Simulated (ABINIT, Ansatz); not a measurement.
# Sr2AlSbO6 (Fm-3m): G0W0 on several meshes in ABINIT, part 2 of 2

Wanted: mesh dependence and cost of G0W0 for Sr2AlSbO6 (Fm-3m).

ABINIT 10.8.3; LDA and many-body steps on it, plane waves. Known limits of the many-body steps: not at the basis limit; no spin-orbit coupling; coarse k mesh.

So far. Step 4 (2×2×2): The gap on the mesh goes from 1.77 eV to 3.87 eV, a correction of +2.10 eV. Step 5 (Empty states on the mesh, 4×4×4 mesh, 133 bands): On this mesh the gap is 1.771 eV.

**7. 4×4×4**

This step: G0W0 on LDA, plane waves, norm-conserving pseudopotentials.

The input, run.abi:

```
acell 3*1.0 Angstrom
rprim 
  0.000000000000 3.928638000000 3.928638000000
  3.928638000000 0.000000000000 3.928638000000
  3.928638000000 3.928638000000 0.000000000000
ntypat 4
znucl 38 13 51 8
natom 10
typat 1 1 2 3 4 4 4 4 4 4
xred 
  0.250000000000 0.250000000000 0.250000000000
  0.750000000000 0.750000000000 0.750000000000
  0.000000000000 0.000000000000 0.000000000000
  0.500000000000 0.500000000000 0.500000000000
  0.753917000000 0.246083000000 0.246083000000
  0.246083000000 0.753917000000 0.753917000000
  0.246083000000 0.753917000000 0.246083000000
  0.753917000000 0.246083000000 0.753917000000
  0.246083000000 0.246083000000 0.753917000000
  0.753917000000 0.753917000000 0.246083000000
pp_dirpath "pseudos"
pseudos "Sr.upf, Al.upf, Sb.upf, O.upf"
ecut 42
ngkpt 4 4 4
nshiftk 1
shiftk 0 0 0
kptopt 1
chksymbreak 0
istwfk *1
occopt 1
irdwfk 1
optdriver 4
nband 121
gwcalctyp 0
ecutsigx 42
symsigma 1
nkptgw 1
kptgw 
  0.0000000000 0.0000000000 0.0000000000
bdgw 
  39 44
ecuteps 4.2
irdscr 1
ppmodel 1
indata_prefix "in"
outdata_prefix "out"
tmpdata_prefix "tmp"
```

Run with:

```
OMP_NUM_THREADS=1 mpirun -n 4 abinit run.abi > log
```

Numbers of over 12 decimals in the logs are rounded to 6 here.

Log:

```text
.Version 10.8.3 of ABINIT. v10.8.2 released Aug 2026.

 Symmetries : space group Fm -3 m (#225); Bravais cF (face-center cubic)
[... echo of the input left out ...]
== DATASET  1 ==================================================================
-   mpi_nproc: 4, omp_nthreads: 1 (-1 if OMP is not activated)

--- !DatasetInfo
iteration_state: {dtset: 1, }
dimensions: {natom: 10, nkpt: 8, mband: 121, nsppol: 1, nspinor: 1, nspden: 1, mpw: 10777, }
cutoff_energies: {ecut:  42.0, pawecutdg:  -1.0, }
electrons: {nelect:   8.20000000E+01, charge:   0.00000000E+00, occopt:   1.00000000E+00, tsmear:   1.00000000E-02, }

 SIGMA: Calculation of the GW corrections

 Based on a program developped by R.W. Godby, V. Olevano, G. Onida, and L. Reining.
 Incorporated in ABINIT by V. Olevano, G.-M. Rignanese, and M. Torrent.
.Using double precision arithmetic ; gwpc =  8

[... cell and pseudopotentials left out ...]
--------------------------------------------------------------------------------

 ==== K-mesh for the wavefunctions ====
 Number of points in the irreducible wedge :     8
[... list of points left out ...]
 Together with 48 symmetry operations and time-reversal symmetry
 yields    64 points in the full Brillouin Zone.

 ==== Q-mesh for screening function ====
 Number of points in the irreducible wedge :     8
[... list of points left out ...]
 Together with 48 symmetry operations and time-reversal symmetry
 yields    64 points in the full Brillouin Zone.

 vcoul_init : cutoff-mode = AUXILIARY_FUNCTION
 q-points for optical limit:   1
     1)      0.000010    0.000020    0.000030
 setmesh: FFT mesh size selected  =    64x   64x   64
          total number of points  =       262144

 Number of electrons calculated from density =   82.0000; Expected =   82.0000
[...]
number of k-points in BZ                           64
 number of q-points in BZ                           64
 number of frequencies for dSigma/dE                 9
 frequency step for dSigma/dE [eV]                0.25
 number of omega for Sigma on real axis              0
 max omega for Sigma on real axis  [eV]           0.00
 zcut for avoiding poles [eV]                     0.10

 EPSILON^-1 parameters (SCR file):
 dimension of the eps^-1 matrix on file            331
 dimension of the eps^-1 matrix used               331
 number of plane-waves for wavefunctions         10777
 number of bands                                   121
 number of q-points in IBZ                           8
 number of frequencies                               2
 number of real frequencies                          1
 number of imag frequencies                          1

 matrix elements of self-energy operator (all in [eV])

 Perturbative Calculation

--- !SelfEnergy_ee
iteration_state: {dtset: 1, }
kpoint     : [   0.000,    0.000,    0.000, ]
spin       : 1
KS_gap     :    1.771
QP_gap     :    3.962
Delta_QP_KS:    2.190
data: !SigmaeeData |
     Band     E0 <VxcDFT>   SigX SigC(E0)      Z dSigC/dE  Sig(E)    E-E0       E
       39   6.792 -20.007 -25.605   5.138   0.793  -0.262 -20.371  -0.364   6.428
       40   6.792 -20.007 -25.605   5.138   0.793  -0.262 -20.371  -0.364   6.428
       41   6.792 -20.007 -25.605   5.138   0.793  -0.262 -20.371  -0.364   6.428
       42   8.563 -17.001 -12.513  -2.307   0.837  -0.194 -15.175   1.826  10.389
       43  12.062 -10.981  -5.474  -3.421   0.866  -0.155  -9.175   1.807  13.869
       44  12.062 -10.981  -5.474  -3.421   0.866  -0.155  -9.175   1.807  13.869

== END DATASET(S) ==============================================================
================================================================================

 -outvars: echo values of variables after computation  --------
           etotal      0.0000000000E+00
            nband         121
             nkpt           8
          spgroup         225
 [... the other variables as echoed above ...]

 Calculation completed.
```

Run time: 25 s. Hardware: 4 MPI ranks of Arm Neoverse N1, shared host; peak memory 2.8 GiB; 99 s of CPU time.

This step gave:

| Item | Value |
| --- | --- |
| G0W0 gap on the points computed | 3.961 eV |
| starting gap on the mesh | 1.771 eV |
| k of the valence top | 0, 0, 0 |
| k of the conduction bottom | 0, 0, 0 |
| Z at the valence top | 0.793 |
| Z at the conduction bottom | 0.837 |
| least direct G0W0 gap on the computed points | 3.961 eV |

Against G0W0 in ABINIT (2×2×2 mesh, 121 bands, screening to 114.3 eV, Godby-Needs plasmon pole), the gap moves by +0.094 eV.

**8. Side by side**

Times are wall times on 4 MPI ranks of Arm Neoverse N1, shared host, good to a factor of about two. A run's time includes the screening step that it read.

```csv
run,mesh,bands,screening cutoff (eV),DFT gap (eV),gap on the mesh (eV),direct (eV),ε∞ used,time
2×2×2,2×2×2,121,114.3,1.771,3.867,3.867,4.91,89 s
4×4×4,4×4×4,121,114.3,1.771,3.961,3.961,3.94,8 min
```

**9. Results**

| Property | Result |
| --- | --- |
| 2×2×2 | 3.867 eV |
| 4×4×4 | 3.961 eV |
| known limits | not at the basis limit; no spin-orbit coupling; coarse k mesh |

In words: 4×4×4: +0.094 eV against 2×2×2. Bands and cutoff are finite, so the gap is not at the basis limit. The miss can reach some tenths of an eV and take either sign; the mesh is an error of its own. In the first G0W0 run levels were corrected at 1 k point alone, so a gap called «on the mesh» is the least over those, and an edge elsewhere would be missed. The 2×2×2 mesh is coarse for this cell, which bears on the long-range parts of exchange and screening. The many-body steps are scalar-relativistic: spin-orbit coupling is not in them.

[Paths, hosts, dates, memory and timing lines, banners, echoed tables and standing remarks are left out of the program output.]

[Logs are printed without paths, hosts, clocks, repeated set-up lines and the standing remarks that a program may print on its own settings, such as how far it seeks lower states.]

[Runs of the session that timed out or met a known fault of the program may be left out.]

[No measured gap is set beside runs whose start may be inverted or whose files or cutoffs have a known fault.]

[Hosts, paths, dates, database ids (printed as entryN), source tags and the programs' standing remarks are cut or masked in the printed files.]

[G0W0 gaps are taken among the corrected bands and points alone; a level outside them can change the order at an edge.]

[Where Ansatz stands beside ABINIT at settings called matched, ABINIT's density can come from a denser mesh and the files from another edition; pairs whose starting gaps differed by over 0.03 eV were left out, so agreement reads better than it is.]
